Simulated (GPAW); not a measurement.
# A GW chain in GPAW: MgS (Niningerite)

How does a plane-wave GW calculation on MgS (Niningerite) run from the first input to the gap?

Method: LDA and many-body steps on it, plane waves, in GPAW 26.7.0.

### 1. The structure

The structure is cubic, space group Fm-3m (No. 225). The conventional cell has a = 5.203 Å, b = 5.203 Å, c = 5.203 Å, α = 90.00°, β = 90.00°, γ = 90.00°. Nearest to Mg lie 6 S at 2.60 Å. Nearest to S lie 6 Mg at 2.60 Å. Farther neighbours and most contacts between anions are not listed.

The cell and positions come from the Crystallography Open Database and are kept as given unless a step says otherwise.

### 2. Ground state

This step: GPAW 26.7.0; DFT, LDA, plane waves, PAW.

The ground-state density comes first.

File run.py:

```python
import json
import numpy as np
from gpaw.mpi import world
from ase import Atoms
from gpaw import GPAW, PW, FermiDirac

atoms = Atoms(['Mg', 'S'],
    cell=[[0.0000000000, 2.6016500000, 2.6016500000],
      [2.6016500000, 0.0000000000, 2.6016500000],
      [2.6016500000, 2.6016500000, 0.0000000000]],
    scaled_positions=[[0.0000000000, 0.0000000000, 0.0000000000],
      [0.5000000000, 0.5000000000, 0.5000000000]],
    pbc=(True, True, True))
calc = GPAW(mode=PW(450),
    xc='LDA',
    kpts={'size': (8, 8, 8), 'gamma': True},
    occupations=FermiDirac(0.001),
    nbands=-7,
    convergence={'density': 1e-6, 'bands': -3},
    maxiter=100,
    txt='gs.txt')
atoms.calc = calc
res = {'energy': atoms.get_potential_energy()}
kpts = calc.get_ibz_k_points()
res['kpts'] = kpts
res['eigenvalues'] = [calc.get_eigenvalues(kpt=k) for k in range(len(kpts))]
res['n_electrons'] = calc.get_number_of_electrons()
calc.write('gs.gpw')

if world.rank == 0:
    with open('result.json', 'w') as f:
        json.dump(res, f, default=lambda x: x.tolist())
```

Launch:

```console
$ mpirun -n 4 gpaw python run.py
```

Numbers of over 12 decimals in the logs are rounded to 6 here.

The program printed:

```text
__  _  _
 | _ |_)|_||  |
 |__||  | ||/\| - 26.7.0

Input parameters:
  mode=PW(ecut=450.000000),
  convergence={'density': 1e-06, 'bands': -3},
  kpts=MonkhorstPack(size=(8, 8, 8), gamma=True),
  maxiter=100,
  nbands=-7,
  occupations=Occupations(name='fermi-dirac', width=0.001, fixmagmom=False),
  xc=XC(name='LDA')
  [... matrices ...]
Diagonalizing LCAO Hamiltonian
Converting LCAO to pw mode

               S

       Mg

Atoms  # Å, Bohr magnetons
|   | symbol |        x |        y |        z |    initial magnetic moments |
| 0 |     Mg | 0.000000 | 0.000000 | 0.000000 | ( 0.0000,  0.0000,  0.0000) |
| 1 |      S | 2.601650 | 2.601650 | 2.601650 | ( 0.0000,  0.0000,  0.0000) |

Unit cell  # Å
| periodic |        x |        y |        z |  lengths |    angles |
|      yes | 0.000000 | 2.601650 | 2.601650 | 3.679289 | 60.000000 |
|      yes | 2.601650 | 0.000000 | 2.601650 | 3.679289 | 60.000000 |
|      yes | 2.601650 | 2.601650 | 0.000000 | 3.679289 | 60.000000 |

Number of symmetries: 48
Symmetry operations  # r_c * U_cc + t_c -> r_c
|    | kind |            matrix            |
|  0 |  σ   |  1, 0, 0,  1, 0,-1,  1,-1, 0 |
|  1 |  C2  |  1, 0, 0,  1,-1, 0,  1, 0,-1 |
|  2 |  E   |  1, 0, 0,  0, 1, 0,  0, 0, 1 |
|  3 |  σ   |  1, 0, 0,  0, 0, 1,  0, 1, 0 |
|  4 |  C4  |  1, 0,-1,  1, 0, 0,  1,-1, 0 |
|  5 |  S6  |  1, 0,-1,  1,-1, 0,  1, 0, 0 |
|  6 |  σ   |  1, 0,-1,  0, 1,-1,  0, 0,-1 |
|  7 |  C3  |  1, 0,-1,  0, 0,-1,  0, 1,-1 |
|  8 |  S6  |  1,-1, 0,  1, 0, 0,  1, 0,-1 |
|  9 |  C4  |  1,-1, 0,  1, 0,-1,  1, 0, 0 |
| 10 |  C3  |  1,-1, 0,  0,-1, 1,  0,-1, 0 |
| 11 |  σ   |  1,-1, 0,  0,-1, 0,  0,-1, 1 |
| 12 |  σ   |  0, 1, 0,  1, 0, 0,  0, 0, 1 |
| 13 |  C4  |  0, 1, 0,  0, 1,-1, -1, 1, 0 |
| 14 |  C3  |  0, 1, 0,  0, 0, 1,  1, 0, 0 |
| 15 |  S6  |  0, 1, 0, -1, 1, 0,  0, 1,-1 |
| 16 |  C2  |  0, 1,-1,  1, 0,-1,  0, 0,-1 |
| 17 |  σ   |  0, 1,-1,  0, 1, 0, -1, 1, 0 |
| 18 |  S4  |  0, 1,-1,  0, 0,-1,  1, 0,-1 |
| 19 |  C4  |  0, 1,-1, -1, 1, 0,  0, 1, 0 |
| 20 |  C3  |  0, 0, 1,  1, 0, 0,  0, 1, 0 |
| 21 |  σ   |  0, 0, 1,  0, 1, 0,  1, 0, 0 |
| 22 |  S6  |  0, 0, 1,  0,-1, 1, -1, 0, 1 |
| 23 |  C4  |  0, 0, 1, -1, 0, 1,  0,-1, 1 |
| 24 |  S4  |  0, 0,-1,  1, 0,-1,  0, 1,-1 |
| 25 |  C3  |  0, 0,-1,  0, 1,-1,  1, 0,-1 |
| 26 |  C2  |  0, 0,-1,  0,-1, 0, -1, 0, 0 |
| 27 |  S6  |  0, 0,-1, -1, 0, 0,  0,-1, 0 |
| 28 |  S4  |  0,-1, 1,  1,-1, 0,  0,-1, 0 |
| 29 |  C4  |  0,-1, 1,  0, 0, 1, -1, 0, 1 |
| 30 |  C2  |  0,-1, 1,  0,-1, 0,  1,-1, 0 |
| 31 |  σ   |  0,-1, 1, -1, 0, 1,  0, 0, 1 |
| 32 |  C3  |  0,-1, 0,  1,-1, 0,  0,-1, 1 |
| 33 |  S6  |  0,-1, 0,  0, 0,-1, -1, 0, 0 |
| 34 |  S4  |  0,-1, 0,  0,-1, 1,  1,-1, 0 |
| 35 |  C2  |  0,-1, 0, -1, 0, 0,  0, 0,-1 |
| 36 |  C2  | -1, 1, 0,  0, 1, 0,  0, 1,-1 |
| 37 |  S6  | -1, 1, 0,  0, 1,-1,  0, 1, 0 |
| 38 |  S4  | -1, 1, 0, -1, 0, 1, -1, 0, 0 |
| 39 |  C3  | -1, 1, 0, -1, 0, 0, -1, 0, 1 |
| 40 |  S6  | -1, 0, 1,  0, 0, 1,  0,-1, 1 |
| 41 |  C2  | -1, 0, 1,  0,-1, 1,  0, 0, 1 |
| 42 |  C3  | -1, 0, 1, -1, 1, 0, -1, 0, 0 |
| 43 |  S4  | -1, 0, 1, -1, 0, 0, -1, 1, 0 |
| 44 |  C2  | -1, 0, 0,  0, 0,-1,  0,-1, 0 |
| 45 |  i   | -1, 0, 0,  0,-1, 0,  0, 0,-1 |
| 46 |  σ   | -1, 0, 0, -1, 1, 0, -1, 0, 1 |
| 47 |  C2  | -1, 0, 0, -1, 0, 1, -1, 1, 0 |

BZ-sampling:
  Number of BZ points: 512
  Number of IBZ points: 29

  Monkhorst-Pack size: [8, 8, 8]
  Monkhorst-Pack shift: [0.0625, 0.0625, 0.0625]

K-points  # in reciprocal-cell coordinates
|     |                                coordinates |     weight |
|   0 | (  0.00000000,   0.00000000,   0.00000000) | 0.00195312 |
|   1 | (  0.12500000,   0.12500000,   0.00000000) | 0.01171875 |
|   2 | (  0.12500000,   0.12500000,   0.12500000) | 0.01562500 |
|   3 | (  0.25000000,   0.12500000,   0.12500000) | 0.02343750 |
|   4 | (  0.25000000,   0.25000000,   0.00000000) | 0.01171875 |
|   5 | (  0.25000000,   0.25000000,   0.12500000) | 0.04687500 |
|   6 | (  0.25000000,   0.25000000,   0.25000000) | 0.01562500 |
|   7 | (  0.37500000,   0.25000000,  -0.37500000) | 0.04687500 |
|   8 | (  0.37500000,   0.25000000,   0.12500000) | 0.04687500 |
|   9 | (  0.37500000,   0.25000000,   0.25000000) | 0.04687500 |
| ... |                                            |            |
|  28 | (  0.50000000,   0.50000000,   0.50000000) | 0.00781250 |

Plane wave coefficients: 778
Cutoff: 450.000000 eV

Spin-components: 1 (collinear spins)
Bands:           15
Projectors:      10
Spin-degeneracy: 2
Datatype:        complex128

  Storage: CPU
  Wave functions: 5_213_040 bytes (1_303_260 per core)
  Projectors: 7_298_256 bytes (1_824_564 per core)
  [... matrices ...]
Parallelization:
  kpt:    4
  domain: 1
  band:   1

Density:
  Valence electrons: 16.0
  Components: 1
  Grid points: [20 20 20]
  Charge: 0.0  # |e|

Potential:
  Grid points: [20 20 20]

species:
  Mg:
    name:    Magnesium
    Z:       12.0
    valence: 10
    core:    2
    charge:  0.0  # [|e|]
    compensation charges:
      type: gauss
      rc: 0.33  # [Å]
      lmax: 2
    cutoffs:
      filter: 1.86  # [Å]
      core: 0.54  # [Å]
    projectors
    | kind |    occ | energy [eV] | rcut [Å] |
    |   2s |  2.000 |     -79.291 |    1.090 |
    |   3s |  2.000 |      -4.782 |    1.090 |
    |   2p |  6.000 |     -46.725 |    1.085 |
    |   3p |  0.000 |      -1.374 |    1.085 |
    |    d |        |       0.000 |    1.037 |

    Using partial waves for Mg as LCAO basis

  S:
    name:    Sulfur
    Z:       16.0
    valence: 6
    core:    10
    charge:  0.0  # [|e|]
    compensation charges:
      type: gauss
      rc: 0.24  # [Å]
      lmax: 2
    cutoffs:
      filter: 1.77  # [Å]
      core: 1.66  # [Å]
    projectors
    | kind |    occ | energy [eV] | rcut [Å] |
    |   3s |  2.000 |     -17.278 |    0.974 |
    |   3p |  4.000 |      -7.106 |    0.979 |
    |    s |        |       9.933 |    0.974 |
    |    p |        |      20.105 |    0.979 |
    |    d |        |       0.000 |    0.900 |

    Using partial waves for S as LCAO basis

Reference energy: -16251.813960  # eV

eigensolver:
  PPCG
  Converge bands: -3
  niter=2

density mixing:
  MSR1-Mixer
  Pratt-step length: 0.05
  Maximum mixing coefficient: 0.75
  Old densities: 10
  SVD Regularization: 0.005
  Good broyden scale: 1.0
  Trust region scale: 1.0
  Backstep threshold: 4.0
  History deletion threshold: 6.0
  Fourier metric: weight=20.0, sigma=0.015

occupation numbers:
  Fermi-Dirac:
    width: 0.0010  # eV

poisson solver:
  ecut: 3600.000000  # eV

xc functional:
  name: None

Initialization done in: 1.229 s

convergence criteria:
- Maximum integral of absolute [dens]ity change: 1e-06 electrons / valence electron
- Maximum [total energy] change in last 3 cyles: 0.0005 eV / valence electron
- Maximum integral of absolute [eigenst]ate change: 4e-08 eV^2 / valence electron
maximum number of iterations: 100

SCF iterations
|iter     |     time |      energy | eigst |  dens |
|iter:   1|  |   -9.931911 | +1.08 |       |
|iter:   2|  |   -9.862626 | -0.03 | -1.15 |
|iter:   3|  |   -9.578900 | -1.09 | -1.19 |
|iter:   4|  |   -9.578287 | -2.64 | -1.80 |
|iter:   5|  |   -9.578393c| -3.42 | -2.22 |
|iter:   6|  |   -9.578398c| -4.10 | -3.48 |
|iter:   7|  |   -9.578399c| -4.67 | -3.96 |
|iter:   8|  |   -9.578399c| -5.26 | -4.84 |
|iter:   9|  |   -9.578399c| -6.04 | -5.76 |
|iter:  10|  |   -9.578399c| -6.91 | -6.18c|
|iter:  11|  |   -9.578399c| -7.65c| -7.43c|

Converged in 11 steps
SCF loop duration: 1.678 s (0.153 s/step)
Energy contributions relative to reference atoms: (reference = -16251.813960)
  [... matrices ...]
Energy contributions:
  Kinetic:           6.080357
  Coulomb:          -4.923105
  Zero:             -0.055080
  External:          0.000000
  Xc:              -10.680571
  Entropy:          -0.000000
  Spinorbit:         0.000000
  ----------------------------
  Free energy:      -9.578399
  Extrapolated:     -9.578399

dipole moment: (-7.525316, -7.525316, -7.525316)  # |e|*Ang

Fermi level: 5.621
Eigenvalues  # (at kpt = [0.000, 0.000, 0.000])
| band index |      eig [eV] | occ [0-2] |
|          0 |       -69.690 |     2.000 |
|          1 |       -37.131 |     2.000 |
|          2 |       -37.131 |     2.000 |
|          3 |       -37.131 |     2.000 |
|          4 |        -8.216 |     2.000 |
|          5 |         4.432 |     2.000 |
|          6 |         4.432 |     2.000 |
|          7 |         4.432 |     2.000 |
|          8 |         7.919 |     0.000 |
|          9 |        12.236 |     0.000 |
|         10 |        12.236 |     0.000 |
|         11 |        12.236 |     0.000 |
|         12 |        14.610 |     0.000 |
|         13 |        14.610 |     0.000 |
|         14 |        16.798 |     0.000 |

Gap: 2.566 eV
Transition (v -> c):
  (s=0, k=0, n=7, [0.00, 0.00, 0.00]) -> (s=0, k=24, n=8, [0.50, 0.50, 0.00])
Direct/indirect transitions are different
Direct gap: 3.487 eV
Transition at: (s=0, k=0, n=7, [0.00, 0.00, 0.00])
# Writing to gs.gpw (mode='')
  [... matrices ...]
```

Wall time 4.8 s (4 MPI ranks of Arm Neoverse V1, shared host); peak memory 0.59 GiB; 19 s of CPU time.

This step gave:

```
total energy               : -9.578 eV
gap                        : 2.566 eV
k of the valence top       : 0, 0, 0
k of the conduction bottom : 0.5, 0.5, 0
least direct gap           : 3.487 eV
```

The gap is indirect, with the least direct gap 0.92 eV higher.

### 3. Bands along the symmetry lines

The cheap functional maps the bands first; the places of the edges decide which points the dearer methods must see.

File run.py:

```python
import json
import numpy as np
from gpaw.mpi import world
from gpaw import GPAW

path = [[0.000000, 0.000000, 0.000000],
    [0.062500, 0.000000, 0.062500],
    [0.125000, 0.000000, 0.125000],
    [0.187500, 0.000000, 0.187500],
    [0.250000, 0.000000, 0.250000],
    [0.312500, 0.000000, 0.312500],
    [0.375000, 0.000000, 0.375000],
    [0.437500, 0.000000, 0.437500],
    [0.500000, 0.000000, 0.500000],
    [0.515625, 0.031250, 0.515625],
    [0.531250, 0.062500, 0.531250],
    [0.546875, 0.093750, 0.546875],
    [0.562500, 0.125000, 0.562500],
    [0.578125, 0.156250, 0.578125],
    [0.593750, 0.187500, 0.593750],
    [0.609375, 0.218750, 0.609375],
    [0.625000, 0.250000, 0.625000],
    [0.375000, 0.375000, 0.750000],
    [0.328125, 0.328125, 0.656250],
    [0.281250, 0.281250, 0.562500],
    [0.234375, 0.234375, 0.468750],
    [0.187500, 0.187500, 0.375000],
    [0.140625, 0.140625, 0.281250],
    [0.093750, 0.093750, 0.187500],
    [0.046875, 0.046875, 0.093750],
    [0.000000, 0.000000, 0.000000],
    [0.062500, 0.062500, 0.062500],
    [0.125000, 0.125000, 0.125000],
    [0.187500, 0.187500, 0.187500],
    [0.250000, 0.250000, 0.250000],
    [0.312500, 0.312500, 0.312500],
    [0.375000, 0.375000, 0.375000],
    [0.437500, 0.437500, 0.437500],
    [0.500000, 0.500000, 0.500000],
    [0.500000, 0.468750, 0.531250],
    [0.500000, 0.437500, 0.562500],
    [0.500000, 0.406250, 0.593750],
    [0.500000, 0.375000, 0.625000],
    [0.500000, 0.343750, 0.656250],
    [0.500000, 0.312500, 0.687500],
    [0.500000, 0.281250, 0.718750],
    [0.500000, 0.250000, 0.750000],
    [0.500000, 0.218750, 0.718750],
    [0.500000, 0.187500, 0.687500],
    [0.500000, 0.156250, 0.656250],
    [0.500000, 0.125000, 0.625000],
    [0.500000, 0.093750, 0.593750],
    [0.500000, 0.062500, 0.562500],
    [0.500000, 0.031250, 0.531250],
    [0.500000, 0.000000, 0.500000]]
calc = GPAW('gs.gpw').fixed_density(kpts=path,
    symmetry='off',
    nbands=18,
    convergence={'bands': 14},
    txt='bands.txt')
res = {}
kpts = calc.get_ibz_k_points()
res['kpts'] = kpts
res['eigenvalues'] = [calc.get_eigenvalues(kpt=k) for k in range(len(kpts))]
res['n_electrons'] = calc.get_number_of_electrons()

if world.rank == 0:
    with open('result.json', 'w') as f:
        json.dump(res, f, default=lambda x: x.tolist())
```

Launch:

```console
$ mpirun -n 4 gpaw python run.py
```

The program printed:

```text
Diagonalizing LCAO Hamiltonian
Converting LCAO to pw mode
convergence criteria:
- Maximum integral of absolute [eigenst]ate change: 4e-08 eV^2 / valence electron
maximum number of iterations: 100

SCF iterations
|iter     |     time |      energy | eigst |  dens |
|iter:   1|  |             | +1.91 |       |
|iter:   2|  |             | +0.78 |       |
|iter:   3|  |             | -0.14 |       |
[...]
|iter:   7|  |             | -5.39 |       |
|iter:   8|  |             | -6.87 |       |
|iter:   9|  |             | -7.71c|       |
SCF steps: 9
  __  _  _
 | _ |_)|_||  |
 |__||  | ||/\| - 26.7.0

Input parameters:
  mode=PW(ecut=450.000000),
  convergence={'bands': 14},
  gpts=array([20, 20, 20]),
  kpts=KPoints(kpts=array([[0.      , 0.      , 0.      ],
         [0.0625  , 0.      , 0.0625  ],
         [0.125   , 0.      , 0.125   ],
         [0.1875  , 0.      , 0.1875  ],
[...]
[0.515625, 0.03125 , 0.515625],
[...]
[0.546875, 0.09375 , 0.546875],
[...]
[0.578125, 0.15625 , 0.578125],
[...]
[0.609375, 0.21875 , 0.609375],
[...]
[0.328125, 0.328125, 0.65625 ],
[...]
[0.234375, 0.234375, 0.46875 ],
[...]
[0.140625, 0.140625, 0.28125 ],
[...]
[0.046875, 0.046875, 0.09375 ],
[...]
[0.5     , 0.0625  , 0.5625  ],
         [0.5     , 0.03125 , 0.53125 ],
         [0.5     , 0.      , 0.5     ]])),
  maxiter=100,
  nbands=18,
  occupations=Occupations(name='fermi-dirac', width=0.001, fixmagmom=False),
  parallel={},
  symmetry=Symmetry(point_group=False, time_reversal=False),
  xc=XC(name='LDA')
```

The job ended after 5.2 s (4 MPI ranks; peak memory 0.62 GiB; 21 s of CPU time).

Numbers from this step:

- gap: 2.566 eV
- k of the valence top: 0, 0, 0
- k of the conduction bottom: 0.5, 0, 0.5
- least direct gap: 3.487 eV

The gap is 2.566 eV, as in the run before at this level.

The electronic bands at the labelled points (eV, zero at the top of the highest filled band; v1 is the highest filled band, c1 the lowest empty one):

```csv
point,v4,v3,v2,v1,c1,c2,c3,c4
Γ,-12.65,0.00,0.00,0.00,3.49,7.80,7.80,7.80
halfway,-11.90,-2.59,-0.98,-0.98,4.81,5.48,8.02,10.02
X,-10.95,-4.24,-1.70,-1.70,2.57,4.25,11.80,12.59
halfway,-10.93,-4.11,-2.28,-1.62,3.02,4.89,11.00,11.15
U,-10.94,-3.74,-3.24,-1.38,3.72,6.56,9.50,9.92
jump to K,-10.94,-3.74,-3.24,-1.38,3.72,6.56,9.50,9.92
halfway,-11.83,-3.09,-1.51,-0.31,6.00,7.10,7.17,7.72
Γ,-12.65,0.00,0.00,0.00,3.49,7.80,7.80,7.80
halfway,-12.08,-2.86,-0.32,-0.32,4.77,7.65,7.65,8.14
L,-11.31,-4.90,-0.59,-0.59,4.37,6.72,6.72,9.89
halfway,-11.12,-4.37,-2.17,-1.17,5.39,5.94,8.24,9.26
W,-10.90,-3.27,-3.27,-2.41,5.08,7.81,7.81,7.86
halfway,-10.92,-3.99,-2.28,-2.10,3.61,5.35,9.89,10.47
X,-10.95,-4.24,-1.70,-1.70,2.57,4.25,11.80,12.59
```

The electronic bands as a text plot (rows in eV, shown from -8.0 to 8.5 only):

```
    8.1 |++++ ++            ++   ++++++++++++         + ++++
    7.4 | +  +             +++++++++++  +++++++     ++   + +
    6.8 |  ++             +     +++            +++++    +   +
    6.1 |    +           +    +++                   + ++
    5.4 |    +++        +        ++                  ++++++  +
    4.7 |  ++ +++++   ++    ++     ++      ++++++++++      ++ ++
    4.0 | +     ++ +++    ++         +  +++                     +
    3.3 |+        +    +++            ++                     ++
    2.6 |          ++++                                        ++
    2.0 |
    1.3 |
    0.6 |
   -0.1 |****                   ***************
   -0.8 |  *****           ***** **      **    *******
   -1.5 |       ***********     *  **               ****        *
   -2.2 |    *        **      ** **        *          * ********
   -2.9 |     **        **  **  *           *          *** **
   -3.5 |       ***      *******             **         *****
   -4.2 |          ******                      *      **     ****
   -4.9 |                                       ******
   -5.6 |
   -6.3 |
   -7.0 |
   -7.7 |
         Γ           X  U|K            Γ         L        W     X
```

### 4. Empty states on the mesh, 6×6×6 mesh, 89 bands

The sums over transitions need many empty states on a uniform mesh; this step solves for them.

File run.py:

```python
import json
import numpy as np
from gpaw.mpi import world
from gpaw import GPAW

calc = GPAW('gs.gpw').fixed_density(kpts={'size': (6, 6, 6), 'gamma': True},
    parallel={'domain': 1, 'band': 1},
    txt='nscf.txt')
calc.diagonalize_full_hamiltonian(nbands=89)
calc.write('full.gpw', mode='all')
res = {}
kpts = calc.get_ibz_k_points()
res['kpts'] = kpts
res['eigenvalues'] = [calc.get_eigenvalues(kpt=k) for k in range(len(kpts))]
res['n_electrons'] = calc.get_number_of_electrons()

if world.rank == 0:
    with open('result.json', 'w') as f:
        json.dump(res, f, default=lambda x: x.tolist())
```

Launch:

```console
$ mpirun -n 4 gpaw python run.py
```

The program printed:

```text
Diagonalizing LCAO Hamiltonian
Converting LCAO to pw mode
convergence criteria:
- Maximum integral of absolute [eigenst]ate change: 4e-08 eV^2 / valence electron
maximum number of iterations: 100

SCF iterations
|iter     |     time |      energy | eigst |  dens |
|iter:   1|  |             | +1.10 |       |
|iter:   2|  |             | -0.23 |       |
|iter:   3|  |             | -0.95 |       |
[...]
|iter:   8|  |             | -6.14 |       |
|iter:   9|  |             | -6.65 |       |
|iter:  10|  |             | -7.59c|       |
SCF steps: 10
  __  _  _
 | _ |_)|_||  |
 |__||  | ||/\| - 26.7.0

Input parameters:
  mode=PW(ecut=450.000000),
  convergence={'density': 1e-06, 'bands': -3},
  gpts=array([20, 20, 20]),
  kpts=MonkhorstPack(size=(6, 6, 6), gamma=True),
  maxiter=100,
  nbands=15,
  occupations=Occupations(name='fermi-dirac', width=0.001, fixmagmom=False),
  parallel={'domain': 1, 'band': 1},
  xc=XC(name='LDA')
Matrix size: 773x773
# Writing to full.gpw (mode='all')
  [... matrices ...]

timing:  # [seconds]
  Total: 2.233  # ━━━━━━━━━━━━━━━━━━━━━━━━━━━━━━━━━━━━━━━━━━━━━━━━━━━━━━━━━━━
```

Elapsed: 6.1 s, on 4 MPI ranks; peak memory 0.74 GiB.

This step gave:

* gap: 2.566 eV
* k of the valence top: 0, 0, 0
* k of the conduction bottom: 0.5, 0.5, 0
* least direct gap: 3.487 eV
* k points computed: 16
* lowest point of the top converged band, above the valence top: 87.5945 eV

On this mesh the gap is 2.566 eV.

(Part 1 of 2 ends here.)

[Paths, hosts, dates, memory and timing lines, banners, echoed tables and standing remarks are left out of the program output.]

[Logs are printed without paths, hosts, clocks, repeated set-up lines and the standing remarks that a program may print on its own settings, such as how far it seeks lower states.]

[Runs of the session that timed out or met a known fault of the program may be left out.]

[Hosts, paths, dates, database ids (printed as entryN), source tags and the programs' standing remarks are cut or masked in the printed files.]
